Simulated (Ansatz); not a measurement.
# B2Rh, from a guessed structure to a relaxed one, part 2 of 2

Starting from a made-up structure for B2Rh, the aim is the relaxed cell, its shortest contacts and, where a second run follows, its electronic structure.

Ansatz 0.2.0; DFT, PBEsol, plane-wave PAW, files of the set soft_1, scalar-relativistic, no spin, cell and ions relaxed at zero pressure; PAW set soft_1 (the session's first sound run).

So far: Set-up; Relaxing cell and atoms.

### 2. Relaxing cell and atoms (continued)

Step by step:

```csv
step,energy less that of the first step (eV),largest force component (eV/Å),pressure (GPa),volume (Å³)
1,0.0000,0.0000,49.44,22.57
2,-0.4065,0.0000,11.40,24.76
3,-0.4438,0.0000,1.88,25.47
4,-0.4455,0.0000,0.04,25.61
5,-0.4455,0.0000,0.00,25.61
6*,-0.4518,0.0000,0.27,25.61
7,-0.4518,0.0000,0.01,25.63
8*,-0.4518,0.0000,0.01,25.63
```

Relaxation steps marked * repeat the geometry before them on a plane-wave basis chosen anew for their cell, so energy and pressure can jump there.

The run keeps the 24 symmetry operations that it works with, so distortions that break them were not tested.

```csv
"conventional cell, symmetrised",before,after,change
a (Å),2.906,3.071,+5.7 %
b (Å),2.906,3.071,+5.7 %
c (Å),3.086,3.140,+1.7 %
volume (Å³/atom),7.52,8.54,+13.6 %
```

Final coordinates:

```xyz
3
Lattice="3.0705 0.0000 0.0000 -1.5353 2.6591 0.0000 0.0000 0.0000 3.1396" Properties=species:S:1:pos:R:3 pbc="T T T"
Rh    0.0000    0.0000    0.0000
B     1.5353    0.8864    1.5698
B     0.0000    1.7728    1.5698
```

Numbers from this step:

```yaml
free_energy: -6643.8191 eV
energy_at_zero_smearing: -6643.8145 eV
smearing_term_ts: 0.009215 eV
fermi_energy: 18.50 eV
electrons: 23
symmetry_operations: 24
pressure: 0.007001 GPa
```

Shortest distances by pair of elements, guess and relaxed (not always the same contact):

```csv
pair,guess (Å),relaxed (Å)
B–B,1.678,1.773
B–Rh,2.279,2.368
Rh–Rh,2.906,3.071
```

The relaxation ends with a pressure of 0.01 GPa.

### 3. Bands of the relaxed cell

A second self-consistent run takes a narrower smearing and the mesh shown in its input; the bands follow along the standard path of the relaxed lattice.

This step: DFT, PBEsol, plane-wave PAW, files of the set soft_1, scalar-relativistic, no spin, bands and density of states at the relaxed cell; PAW set soft_1 (Ansatz 0.2.0).

File input.yaml:

```yaml
crystal:
  lattice:
    - [3.0705076896, 0.0, 0.0]
    - [-1.5352538448, 2.6591376617, 0.0]
    - [0.0, 0.0, 3.1396013327]
  atoms:
    - { symbol: Rh, position: [0.0, 0.0, 0.0] }
    - { symbol: B, position: [0.6666666667, 0.3333333333, 0.5] }
    - { symbol: B, position: [0.3333333333, 0.6666666667, 0.5] }
kpoints:
  mp_grid: { grid: [12, 12, 10] }
  band_path:
    path:
      - [[0.0, 0.0, 0.0], [0.5, 0.0, 0.0], [0.33333333, 0.33333333, 0.0], [0.0, 0.0, 0.0], [0.0, 0.0, 0.5], [0.5, 0.0, 0.5], [0.33333333, 0.33333333, 0.5], [0.0, 0.0, 0.5]]
      - [[0.5, 0.0, 0.5], [0.5, 0.0, 0.0]]
      - [[0.33333333, 0.33333333, 0.0], [0.33333333, 0.33333333, 0.5]]
    npoints: 8
scf:
  occupations: { method: fermi_dirac, width: 0.03 }
  n_extra_bands: 7
hamiltonian:
  xc: pbesol
  pseudopotentials: { kind: paw, azcp: { folder: soft_1 }, xc_functional: pbe }
output:
  forces: true
  stress: true
  write_bands: true
  dos: { projected: true }
  write_density: true
  write_potential: true
  elf: true
  volumetric_format: npy
```

The run is started by

```console
$ ansatz run input.yaml --threads 4 --pin off --max-ram 8192MiB --backend cpu --events-out ev --progress --plain --runs-dir out
```

Numbers of over 12 decimals in the logs are rounded to 6 here.

What it wrote:

```text
[...]
Crystal: 3 atoms, lattice volume = 25.635 Å³
Basis set: ecut = 420 eV, 527 PW (Γ), exchange–correlation on 48×48×48 points (8 copies of the dense FFT grid, shifted against one another)
Bands: 19, of which v1, the nominal top of the filled ones, is band 12 counted from 1 (11 counted from 0)
Symmetry: 24 space group operations
[...]
k-points: 114 of 1440
[...]
SCF iter   1: F=—  HF=-6646.717464 eV  |F-HF|=—  |Δ(HF+E_count)|=         —  Δρ=1.91e-1  dr2=1.46e1  ethr=3.10e-3  ⟨swp⟩=4.6  Hψ=9292  notcnv=0
[...]
SCF iter   8: F=-6643.815924 eV  HF=-6643.815924 eV  |F-HF|=3.73e-10  |Δ(HF+E_count)|=   1.21e-8  Δρ=2.37e-6  dr2=6.38e-10  ethr=3.92e-10  ⟨swp⟩=5.0  Hψ=9644  notcnv=0
SCF 1 converged in 8 iterations: F = -6643.815924 eV  dr2 = 6.38e-10
[...]
NSCF: frozen V_eff on 75 k-points
SCF converged after 8 iterations
Free energy (F): -6643.815924 eV
[...]
Internal energy: -6643.811818 eV  (E = F + TS)
E sigma→0 (E₀):  -6643.813871 eV
Entropy (-TS):   -0.004105 eV (-1.368 meV/atom)
Fermi energy:    18.515460 eV
[...]
--- Stress (GPa, compression-positive) ---
       -0.091935       0.000000      -0.000000
        0.000000      -0.091935      -0.000000
       -0.000000      -0.000000      -0.352802
  P = ⅓ Tr σ = -0.1789 GPa (-1.789 kbar)
--- Band table (eV; the first three rows and the last of 114) ---
  k-point 0: bands = [... 8 lower, 15.7495, 16.2167, 16.2167, 20.1910, 20.1910, 23.0563, 23.0563, 24.1010, ... 3 higher]
  k-point 1: bands = [... 8 lower, 15.7650, 15.9984, 15.9984, 19.9500, 19.9500, 23.4963, 23.4963, 24.0814, ... 3 higher]
  k-point 2: bands = [... 8 lower, 15.5081, 15.5081, 15.9399, 19.3045, 19.3045, 24.0298, 24.6237, 24.6237, ... 3 higher]
  k-point 113: bands = [... 8 lower, 13.2131, 17.1387, 19.6873, 19.6873, 20.1362, 20.1362, 22.8671, 28.7148, ... 3 higher]
```

Elapsed: 1.2 s, on 4 threads of Intel Xeon Platinum 8488C (Sapphire Rapids), shared host; peak memory 0.48 GiB; 3.8 s of CPU time.

Numbers from this step:

```
free energy             : -6643.8159 eV
energy at zero smearing : -6643.8139 eV
smearing term TS        : 0.004105 eV
Fermi energy            : 18.52 eV
pressure                : -0.1789 GPa
```

bands.tsv at the labelled points (eV, zero at the Fermi level; the bands that come nearest the Fermi level along the path):

```
point  band 9  band 10  band 11  band 12  band 13  band 14  band 15  band 16
    Γ   -2.77    -2.30    -2.30     1.68     1.68     4.54     4.54     5.59
    M   -4.16    -2.72    -1.42    -0.53     2.80     5.81     6.59     6.83
    K   -4.65    -1.99    -1.99    -1.69     5.38     5.38     9.13     9.13
    Γ   -2.77    -2.30    -2.30     1.68     1.68     4.54     4.54     5.59
    A   -3.42    -3.42    -1.69    -1.36    -1.36     5.38     8.68     9.51
    L   -4.29    -1.30    -1.24     1.47     2.06     2.97     4.35     9.78
    H   -5.30    -1.38     1.17     1.17     1.62     1.62     4.35    10.20
    A   -3.42    -3.42    -1.69    -1.36    -1.36     5.38     8.68     9.51
    L   -4.29    -1.30    -1.24     1.47     2.06     2.97     4.35     9.78
    M   -4.16    -2.72    -1.42    -0.53     2.80     5.81     6.59     6.83
    K   -4.65    -1.99    -1.99    -1.69     5.38     5.38     9.13     9.13
    H   -5.30    -1.38     1.17     1.17     1.62     1.62     4.35    10.20
```

States per cell as run, both spins, in windows of 1 eV, from dos.tsv (zero at the Fermi level):

```csv
from,to,total
-8,-7,0.79
-7,-6,1.40
-6,-5,2.54
-5,-4,1.78
-4,-3,0.60
-3,-2,0.99
-2,-1,2.28
-1,0,1.46
0,1,1.35
1,2,0.97
2,3,0.56
3,4,0.57
4,5,0.58
5,6,1.16
```

Below -8 eV lie 11.2 more states.

Valence density in the ab plane at fractional z = 0.500, with atoms of B within 0.2 Å of it. It is the smooth field of the valence electrons, not physical close to the nuclei.

Values in e/Å³, 16 rows by 16 columns:
```
0.22 0.22 0.25 0.32 0.42 0.55 0.69 0.78 0.78 0.69 0.55 0.42 0.32 0.25 0.22 0.21
0.22 0.25 0.31 0.40 0.52 0.67 0.78 0.83 0.78 0.67 0.52 0.40 0.31 0.25 0.23 0.22
0.27 0.32 0.40 0.51 0.64 0.74 0.76 0.76 0.74 0.64 0.51 0.40 0.32 0.27 0.25 0.25
0.36 0.42 0.52 0.64 0.70 0.63 0.55 0.63 0.70 0.64 0.52 0.42 0.36 0.32 0.31 0.32
0.47 0.55 0.67 0.74 0.63 0.38 0.38 0.62 0.74 0.67 0.55 0.47 0.42 0.40 0.40 0.42
0.61 0.69 0.78 0.76 0.55 0.38 0.55 0.76 0.78 0.69 0.61 0.55 0.52 0.51 0.52 0.55
0.73 0.78 0.83 0.76 0.63 0.62 0.76 0.83 0.78 0.73 0.69 0.67 0.64 0.64 0.67 0.69
0.78 0.78 0.78 0.74 0.70 0.74 0.78 0.78 0.78 0.78 0.78 0.74 0.70 0.74 0.78 0.78
0.73 0.69 0.67 0.64 0.64 0.67 0.69 0.73 0.78 0.83 0.76 0.62 0.63 0.76 0.83 0.78
0.61 0.55 0.52 0.51 0.52 0.55 0.61 0.69 0.78 0.76 0.55 0.38 0.55 0.76 0.78 0.69
0.47 0.42 0.40 0.40 0.42 0.47 0.55 0.67 0.74 0.62 0.38 0.38 0.63 0.74 0.67 0.55
0.36 0.32 0.31 0.32 0.36 0.42 0.52 0.64 0.70 0.63 0.55 0.63 0.70 0.64 0.52 0.42
0.27 0.25 0.25 0.27 0.32 0.40 0.51 0.64 0.74 0.76 0.76 0.74 0.64 0.51 0.40 0.32
0.22 0.22 0.23 0.25 0.31 0.40 0.52 0.67 0.78 0.83 0.78 0.67 0.52 0.40 0.31 0.25
0.22 0.21 0.22 0.25 0.32 0.42 0.55 0.69 0.78 0.78 0.69 0.55 0.42 0.32 0.25 0.22
0.22 0.22 0.22 0.27 0.36 0.47 0.61 0.73 0.78 0.73 0.61 0.47 0.36 0.27 0.22 0.22
```
Columns run along a (3.1 Å), rows up along b (3.1 Å). Atoms in or near the plane, at fractional coordinates: B at (0.67, 0.33), B at (0.33, 0.67).

ELF in the ab plane at fractional z = 0.500, with atoms of B within 0.2 Å of it. It is the smooth field of the valence electrons, not physical close to the nuclei.

Ten even steps from '0' (0.00) to '9' (0.86):
```
1123579999753211
1235677777653211
2356543345653222
4565300035654333
7774000047775555
8973000379876667
9973003799975579
9974347999743479
9975579997300379
8766678973000379
7555577740000477
4333456530003565
2222356543345653
1112356777776532
1112357999975321
1112478999874211
```
Columns run along a (3.1 Å), rows up along b (3.1 Å). Atoms in or near the plane, at fractional coordinates: B at (0.67, 0.33), B at (0.33, 0.67).

Electrostatic potential energy in the ab plane at fractional z = 0.500, with atoms of B within 0.2 Å of it. With pseudopotentials it is smooth inside the atoms' cores, unlike the true potential.

Ten even steps from '_' (-26 eV) to '@' (19 eV):
```
@@@@@@@@@@%%##****##%%@@@@@@@@@@
@@@@@@@@%%**==--==**%%@@@@@@@@@@
@@@@@@%%++..____..==%%@@@@@@@@@@
@@@@%%++..______..++%%@@@@@@@@@@
@@%%**..________..**%%@@@@@@@@@@
%%##==__________==##%%%%%%%%%%%%
%%**--________--**%%##**++==**##
%%**==......==**%%**==......==**
%%##**==++**##%%**--________--**
%%%%%%%%%%%%%%##==__________==##
@@@@@@@@@@@@%%**..________..**%%
@@@@@@@@@@@@%%++..______..++%%@@
@@@@@@@@@@@@%%==..____..++%%@@@@
@@@@@@@@@@@@%%**==--==**%%@@@@@@
@@@@@@@@@@@@%%##****##%%@@@@@@@@
@@@@@@@@@@@@%%%%%%%%%%@@@@@@@@@@
```
Columns run along a (3.1 Å; values clipped at the 3rd and 97th percentile), rows up along b (3.1 Å). Atoms in or near the plane, at fractional coordinates: B at (0.67, 0.33), B at (0.33, 0.67).

### 4. Summary of results

- space group, relaxed: P6/mmm
- conventional cell: a = 3.071, b = 3.071, c = 3.140 Å; α = 90.0°, β = 90.0°, γ = 120.0°
- volume per atom: 8.54 Å³ (guess 7.52)

In words: B2Rh relaxes to P6/mmm with a = 3.071, b = 3.071 and c = 3.140 Å. The guessed volume was 12 % too small. The space group P6/mmm was held in the relaxation, so the end point is a stationary structure within it and may be a saddle against distortions or other arrangements. Bands cross the Fermi level, so it is a metal or semimetal at this level. The electron count is odd, which forces that without spin polarisation or a larger cell. On the 12×12×10 mesh with the narrower smearing (relaxed on 10×10×9) the forces vanish, as symmetry may demand, and the largest stress component is 0.353 GPa, against the relaxation's thresholds of 0.015 eV/Å and 0.05 GPa. The cutoff wasn't tested. No dispersion term is used, so weakly bound directions may come out too long. The runs have no spin, and magnetism wasn't tested. Nothing here tests whether the compound is stable against decomposition.

[Logs are printed without paths, hosts, clocks, repeated set-up lines and the standing remarks that a program may print on its own settings, such as how far it seeks lower states.]

[Hosts, paths, dates, database ids (printed as entryN), source tags and the programs' standing remarks are cut or masked in the printed files.]
